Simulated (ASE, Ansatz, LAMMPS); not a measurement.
# Relaxing 60-degree dislocation dipole in a C-Si solid solution (shuffle set) (120 atoms)

Wanted: the relaxed structure of 60-degree dislocation dipole in a C-Si solid solution (shuffle set) (120 atoms) and its electronic structure.

Calculated with Ansatz 0.2.0; Kohn-Sham DFT, PBE, PAW (set soft_2), plane waves.

**1. The structure**

The cell holds 120 atoms: 104 C and 16 Si. Cell: a = 23.330 Å, b = 13.266 Å, c = 2.694 Å, α = 92.9°, β = 90.0°, γ = 85.0°. It derives from C and Si. Diamond-structure C lattice (a = 3.8098 Å, the value set for the mixture), x, y, z along [11-2], [111], [1-10], 5 x 2 x 1 period; two opposite 60-degree dislocations along z, half a cell apart on one glide plane, laid by the isotropic elastic field summed over images, cell tilted by half the Burgers vector; 16 of 120 C sites given to Si at random (lattice constant by Vegard's rule between C and Si); minimised with a classical potential.

Before any run, some limits are plain. The cell is under 6 Å thick along one periodic direction, so every atom has periodic images of itself close by, which move with it and show among its neighbours and in g(r). The host structure and its lattice constant were typed by rule, without a check against the phase diagram.

**2. Making the structure**

A minimisation with a classical potential prepares the built cell.

This step: classical potential: Tersoff form (Erhart and Albe, Phys. Rev. B 71, 035211 (2005)) (LAMMPS stable Jul 2025 - Update 4).

in.lammps

```
units metal
atom_style atomic
boundary p p p
atom_modify map array
read_data structure.data
pair_style tersoff
pair_coeff * * SiC_Erhart-Albe.tersoff C Si
thermo_style custom step temp pe press lx ly lz fmax
thermo 200
min_style cg
minimize 0 1e-4 3000 30000
write_data relaxed.data nocoeff
```

Started as:

```console
$ lmp -in in.lammps -log log.lammps -screen none -nocite
```

Numbers of over 12 decimals in the logs are rounded to 6 here.

Output:

```text
LAMMPS (22 Jul 2025 - Update 4)
  120 atoms
   Step          Temp          PotEng         Press            Lx             Ly             Lz            Fmax     
         0   0             -649.87108      630204.39      23.330165      13.214708      2.6904344      29.344298    
       200   0             -761.94604      195810.55      23.330165      13.214708      2.6904344      0.00011182702
       213   0             -761.94604      195811.29      23.330165      13.214708      2.6904344      2.5536699e-05
Loop time of 1.29392 on 1 procs for 213 steps with 120 atoms
Minimization stats:
  Stopping criterion = force tolerance
  Energy initial, next-to-last, final = 
     -649.871079396964  -761.946041915339  -761.946041915298
  Force two-norm initial, final = 131.22832 8.5811768e-05
  Force max component initial, final = 29.344298 2.5536699e-05
  Iterations, force evaluations = 213 687
```

It took 1.6 s on 1 thread of Intel Xeon at 2.80GHz (Skylake/Cascade Lake), shared host.

**3. Single point at the start**

The forces at the start show how far the geometry lies from a minimum of this functional.

input.yaml

```yaml
crystal:
  lattice:
    - [23.33017, 0.0, 0.0]
    - [1.1665, 13.21471, 0.0]
    - [0.0, -0.1373, 2.69043]
  atoms:
    - { symbol: C, position: [0.89838, 0.98886, 0.61338] }
    - { symbol: C, position: [0.89932, 0.1039, 0.62159] }
    - { symbol: C, position: [0.95432, 0.15198, 0.61153] }
    - { symbol: C, position: [0.9535, 0.29184, 0.60282] }
    - { symbol: C, position: [0.80601, 0.00652, 0.12087] }
    - { symbol: C, position: [0.78248, 0.14541, 0.1426] }
    - { symbol: Si, position: [0.8578, 0.1692, 0.13252] }
    - { symbol: Si, position: [0.84759, 0.32636, 0.12471] }
    - { symbol: C, position: [0.92604, 0.34335, 0.10267] }
    - { symbol: C, position: [0.91764, 0.46655, 0.10452] }
    - { symbol: C, position: [0.68726, 0.02366, 0.60586] }
    - { symbol: C, position: [0.68971, 0.13839, 0.63719] }
    - { symbol: C, position: [0.74961, 0.18449, 0.64805] }
    - { symbol: C, position: [0.7379, 0.31983, 0.6696] }
    - { symbol: C, position: [0.79651, 0.37007, 0.64474] }
    - { symbol: C, position: [0.80513, 0.48427, 0.65144] }
    - { symbol: C, position: [0.88252, 0.50799, 0.61579] }
    - { symbol: C, position: [0.89377, 0.62835, 0.59147] }
    - { symbol: C, position: [0.95681, 0.66266, 0.59669] }
    - { symbol: C, position: [0.9607, 0.78321, 0.59794] }
    - { symbol: Si, position: [0.59255, 0.00345, 0.0871] }
    - { symbol: C, position: [0.57123, 0.13784, 0.12278] }
    - { symbol: Si, position: [0.6437, 0.19737, 0.15608] }
    - { symbol: C, position: [0.63944, 0.33547, 0.18987] }
    - { symbol: C, position: [0.70386, 0.36025, 0.18869] }
    - { symbol: C, position: [0.69903, 0.47965, 0.2268] }
    - { symbol: C, position: [0.77272, 0.52249, 0.1761] }
    - { symbol: C, position: [0.80437, 0.63253, 0.04762] }
    - { symbol: C, position: [0.8662, 0.67089, 0.09416] }
    - { symbol: C, position: [0.86985, 0.79208, 0.09779] }
    - { symbol: C, position: [0.93088, 0.82603, 0.10109] }
    - { symbol: C, position: [0.92842, 0.94468, 0.10833] }
    - { symbol: C, position: [0.46992, 0.99219, 0.55386] }
    - { symbol: C, position: [0.47149, 0.10404, 0.59317] }
    - { symbol: C, position: [0.5403, 0.16396, 0.62604] }
    - { symbol: C, position: [0.55116, 0.28278, 0.67856] }
    - { symbol: C, position: [0.60366, 0.35527, 0.69768] }
    - { symbol: C, position: [0.58259, 0.46949, 0.75809] }
    - { symbol: C, position: [0.6573, 0.50656, 0.77437] }
    - { symbol: C, position: [0.71942, 0.65622, 0.50612] }
    - { symbol: C, position: [0.78082, 0.67445, 0.55481] }
    - { symbol: C, position: [0.78581, 0.78574, 0.58502] }
    - { symbol: C, position: [0.84064, 0.83463, 0.60116] }
    - { symbol: C, position: [0.83529, 0.96036, 0.61461] }
    - { symbol: C, position: [0.38275, 0.96804, 0.03739] }
    - { symbol: C, position: [0.37629, 0.08748, 0.07784] }
    - { symbol: C, position: [0.43786, 0.1237, 0.09435] }
    - { symbol: Si, position: [0.42582, 0.25768, 0.13311] }
    - { symbol: Si, position: [0.50262, 0.32784, 0.19064] }
    - { symbol: C, position: [0.4822, 0.46487, 0.27037] }
    - { symbol: C, position: [0.54463, 0.50073, 0.28239] }
    - { symbol: C, position: [0.63916, 0.61293, 0.92021] }
    - { symbol: C, position: [0.68648, 0.67136, 0.98774] }
    - { symbol: C, position: [0.66475, 0.79005, 0.02647] }
    - { symbol: Si, position: [0.73942, 0.83175, 0.09501] }
    - { symbol: Si, position: [0.73205, 0.98163, 0.09718] }
    - { symbol: C, position: [0.28926, 0.95774, 0.53817] }
    - { symbol: C, position: [0.28224, 0.08349, 0.56887] }
    - { symbol: C, position: [0.34294, 0.12768, 0.58918] }
    - { symbol: C, position: [0.33118, 0.24944, 0.62966] }
    - { symbol: C, position: [0.38455, 0.31095, 0.64897] }
    - { symbol: C, position: [0.39183, 0.42673, 0.73478] }
    - { symbol: C, position: [0.44673, 0.48889, 0.7795] }
    - { symbol: C, position: [0.51975, 0.61466, 0.36171] }
    - { symbol: Si, position: [0.58983, 0.6679, 0.45614] }
    - { symbol: C, position: [0.57227, 0.80453, 0.50645] }
    - { symbol: C, position: [0.63726, 0.83739, 0.53749] }
    - { symbol: C, position: [0.63818, 0.95537, 0.57555] }
    - { symbol: C, position: [0.19771, 0.97189, 0.05449] }
    - { symbol: C, position: [0.18771, 0.08748, 0.07277] }
    - { symbol: C, position: [0.24847, 0.12534, 0.07523] }
    - { symbol: C, position: [0.24053, 0.24527, 0.09209] }
    - { symbol: C, position: [0.30076, 0.28371, 0.13408] }
    - { symbol: C, position: [0.30536, 0.39619, 0.19813] }
    - { symbol: C, position: [0.36071, 0.44398, 0.22774] }
    - { symbol: C, position: [0.42991, 0.60892, 0.86294] }
    - { symbol: C, position: [0.48772, 0.65216, 0.88671] }
    - { symbol: C, position: [0.4746, 0.76953, 0.95285] }
    [... 36 atom lines left out ...]
    - { symbol: C, position: [0.04917, 0.65423, 0.0932] }
    - { symbol: C, position: [0.05371, 0.77105, 0.09147] }
    - { symbol: C, position: [0.11878, 0.78362, 0.08083] }
    - { symbol: Si, position: [0.12648, 0.92022, 0.08319] }
    - { symbol: C, position: [0.02371, 0.81834, 0.59575] }
    - { symbol: C, position: [0.02121, 0.9438, 0.59994] }
kpoints:
  mp_grid: { grid: [1, 1, 6] }
hamiltonian:
  xc: pbe
scf:
  occupations: { method: fermi_dirac, width: 0.025 }
output:
  forces: true
```

Started as:

```console
$ ansatz run input.yaml --threads 4 --pin off --max-ram 8192MiB --backend cpu --events-out ev --progress --plain --runs-dir out
```

Output:

```text
Engine: ansatz 0.2.0, aarch64-unknown-linux-gnu
Pseudopotentials: kind: paw
Pseudopotential: C, paw, valence charge 4, recommended cutoff 420 eV (normal), C.paw.azcp
Pseudopotential: Si, paw, valence charge 4, recommended cutoff 420 eV (normal), Si.paw.azcp
[... 5 lines on functional and potentials left out ...]
Crystal: 120 atoms, lattice volume = 829.463 Å³
Basis set: ecut = 420 eV, 16309 PW (Γ), exchange–correlation on 320×180×40 points (8 copies of the dense FFT grid, shifted against one another)
Bands: 360, of which v1, the nominal top of the filled ones, is band 240 counted from 1 (239 counted from 0)
Symmetry: 1 space group operations
Space group: P1 (ITA 1), of the structure as read, at distance tolerance 9.4e-5 Å
k-points: 4 of 6 (time reversal used)
[... 5 lines on functional and potentials left out ...]
Initial density: superposition of atomic densities (neutral atoms: chi_scale 0, normalization atom), corrected by the library's trained network
Initial wavefunctions: pseudopotential atomic-orbital guess
Functional: x = pbe(κ = 0.804, μ = 0.219515), c = pbe(β = 0.066725)
SCF iter   1: F=—  HF=-36185.039502 eV  |F-HF|=—  |Δ(HF+E_count)|=         —  Δρ=1.51e-2  dr2=7.63e0  ethr=1.77e-3  ⟨swp⟩=6.0  Hψ=6234  notcnv=0  defer=306
preconditioner: auto → Resta (q_TF=auto, 2.491 Å⁻¹)  ε∞=4.8  [insulator: Δε(μ)=0.106 eV  Ē_g=14.425 eV  σ=0.025 eV  W_gap=0.79  n_scr=196 (ndim 8)  ℏωp=28.2 eV  f_vac=0.000  D(μ)=2.73/eV (n_scr^D=14)  ε∞_Penn≈4.8]
SCF iter   2: F=—  HF=-36184.398729 eV  |F-HF|=—  |Δ(HF+E_count)|=   6.41e-1  Δρ=6.69e-3  dr2=2.01e0  ethr=1.59e-3  ⟨swp⟩=1.0  Hψ=1656  notcnv=0  defer=337
SCF iter   3: F=—  HF=-36184.242095 eV  |F-HF|=—  |Δ(HF+E_count)|=   1.57e-1  Δρ=3.96e-3  dr2=1.17e0  ethr=4.19e-4  ⟨swp⟩=2.0  Hψ=1027  notcnv=0  defer=448
SCF iter   4: F=—  HF=-36184.200348 eV  |F-HF|=—  |Δ(HF+E_count)|=   4.17e-2  Δρ=2.58e-3  dr2=3.68e-1  ethr=2.43e-4  ⟨swp⟩=2.8  Hψ=1515  notcnv=0  defer=443
SCF iter   5: F=—  HF=-36184.195995 eV  |F-HF|=—  |Δ(HF+E_count)|=   4.35e-3  Δρ=1.58e-3  dr2=1.15e-1  ethr=7.67e-5  ⟨swp⟩=1.8  Hψ=1236  notcnv=0  defer=443
SCF iter   6: F=—  HF=-36184.191034 eV  |F-HF|=—  |Δ(HF+E_count)|=   4.96e-3  Δρ=8.91e-4  dr2=3.83e-2  ethr=2.40e-5  ⟨swp⟩=1.5  Hψ=1079  notcnv=0  defer=443
SCF iter   7: F=—  HF=-36184.188848 eV  |F-HF|=—  |Δ(HF+E_count)|=   2.19e-3  Δρ=2.65e-4  dr2=2.50e-3  ethr=7.98e-6  ⟨swp⟩=2.0  Hψ=1058  notcnv=0  defer=115
automatic band count: iteration 7 solves 278 bands in place of 360: the levels show a gap, and the empty bands left out lie too high to hold charge; the band table lists the bands solved (type scf.n_extra_bands for more)
SCF iter   8: F=—  HF=-36184.188685 eV  |F-HF|=—  |Δ(HF+E_count)|=   1.63e-4  Δρ=6.29e-5  dr2=1.84e-4  ethr=5.20e-7  ⟨swp⟩=2.0  Hψ=1268  notcnv=0  defer=115
SCF iter   9: F=—  HF=-36184.188701 eV  |F-HF|=—  |Δ(HF+E_count)|=   1.64e-5  Δρ=3.51e-5  dr2=9.97e-5  ethr=3.82e-8  ⟨swp⟩=2.0  Hψ=1149  notcnv=0  defer=115
SCF iter  10: F=—  HF=-36184.188730 eV  |F-HF|=—  |Δ(HF+E_count)|=   2.88e-5  Δρ=1.16e-5  dr2=8.24e-6  ethr=2.08e-8  ⟨swp⟩=1.0  Hψ=1079  notcnv=0  defer=115
SCF iter  11: F=—  HF=-36184.188730 eV  |F-HF|=—  |Δ(HF+E_count)|=   4.40e-7  Δρ=6.03e-6  dr2=1.07e-6  ethr=1.72e-9  ⟨swp⟩=2.0  Hψ=1228  notcnv=0  defer=115
SCF iter  12: F=-36184.188730 eV  HF=-36184.188730 eV  |F-HF|=1.41e-8  |Δ(HF+E_count)|=   6.90e-8  Δρ=9.16e-7  dr2=1.65e-8  ethr=2.08e-11  ⟨swp⟩=3.0  Hψ=4132  notcnv=0
SCF 1 converged in 12 iterations: F = -36184.188730 eV  dr2 = 1.65e-8
  greatest PAW one-centre occupation: 0.696 electrons in one spin orbital (limit 2), on the Si atom at site 55 (counted from 0), in its partial waves of l = 0
SCF converged after 12 iterations
Free energy (F): -36184.188730 eV
Harris-Foulkes:  -36184.188730 eV  (|F-HF|=1.41e-8)
Internal energy: -36184.157074 eV  (E = F + TS)
E sigma→0 (E₀):  -36184.172902 eV
Entropy (-TS):   -0.031656 eV (-0.264 meV/atom)
Fermi energy:    13.536948 eV
--- Per-component energies (eV) ---
  E_band       = 1910.731353
  E_kinetic    = 10149.245431
  E_local      = -9387.247175  (includes V_loc(G=0)·N_el)
  E_nonlocal   = 3191.108131
  E_hartree    = 2845.860634
  E_xc         = -5938.306750
  E_vxc        = -7022.797253  (∫ρ·V_xc dr)
  E_paw        = -18509.646005  (= ΣΔE_a)
  E_vpaw       = -711.296809  (= ΣTr[D̂ρ^β])
  E_aug_tail   = 0.000965  (compensation charges beyond the density's cutoff)
  E_ewald      = -18535.172306
  E_smearing   = -0.031656  (= −TS)
  E_closure    = 0.000000  (closes the sum)
  Σ components = -36184.188730   (vs F -36184.188730, Δ=0.00e0)
--- Forces (eV/Å), atoms counted from 1 ---
  atom   1  C     -0.09181534    -0.28857537    -0.09799942
  atom   2  C     -3.28353461     1.49007087     0.03460620
  atom   3  C     -0.78825152    -0.20573746    -0.02024565
  atom   4  C      0.69590311     1.01431432     0.00661018
  atom   5  C     -0.63457344     0.55573440    -0.05139004
  atom   6  C      0.22461603    -0.46537415    -0.07017839
  atom   7  Si    -0.35095278    -3.21992097     0.20340499
  atom   8  Si    -1.44963606     0.79187001     0.17827367
  atom   9  C     -1.32570344     0.59730954    -0.17832081
  atom  10  C     -0.34416664    -0.56538439     0.04752817
  atom  11  C      1.12275432     1.01670587     0.14431782
  atom  12  C     -1.92393984     1.71814274     0.22496124
  atom  13  C     -0.38976135    -0.61358143    -0.02945096
  atom  14  C      0.29877771    -0.29195969    -0.15012940
[...]
atom 119  C     -0.19905468    -0.02414027    -0.06713763
  atom 120  C     -0.02566444    -0.47619406     0.13911102
  max |Σ_I F_I| component: 6.13e-5 eV/Å
```

Run time: 83 s. Hardware: 4 threads of Arm Neoverse V1, shared host; peak memory 4.3 GiB; 4.2 min of CPU time.

Read from the output:

```
free energy            : -36184.1887 eV
free energy per atom   : -301.5349 eV/atom
SCF cycles             : 12
r.m.s. force component : 1.058 eV/Å
longest force          : 4.648 eV/Å
Fermi energy           : 13.54 eV
```

The r.m.s. force component of 1.1 eV/Å sets the starting point.

Length of the force by element:

| element | coordination | atoms | mean length of the force (eV/Å) | spread | least | most |
| --- | --- | --- | --- | --- | --- | --- |
| C | all | 104 | 1.40 | 1.05 | 0.0952 | 4.16 |
| Si | all | 16 | 2.09 | 0.956 | 0.633 | 4.65 |

(Part 1 of 3 ends here.)

[Logs are printed without paths, hosts, clocks, repeated set-up lines and the standing remarks that a program may print on its own settings, such as how far it seeks lower states.]

[Hosts, paths, dates, database ids (printed as entryN), source tags and the programs' standing remarks are cut or masked in the printed files.]
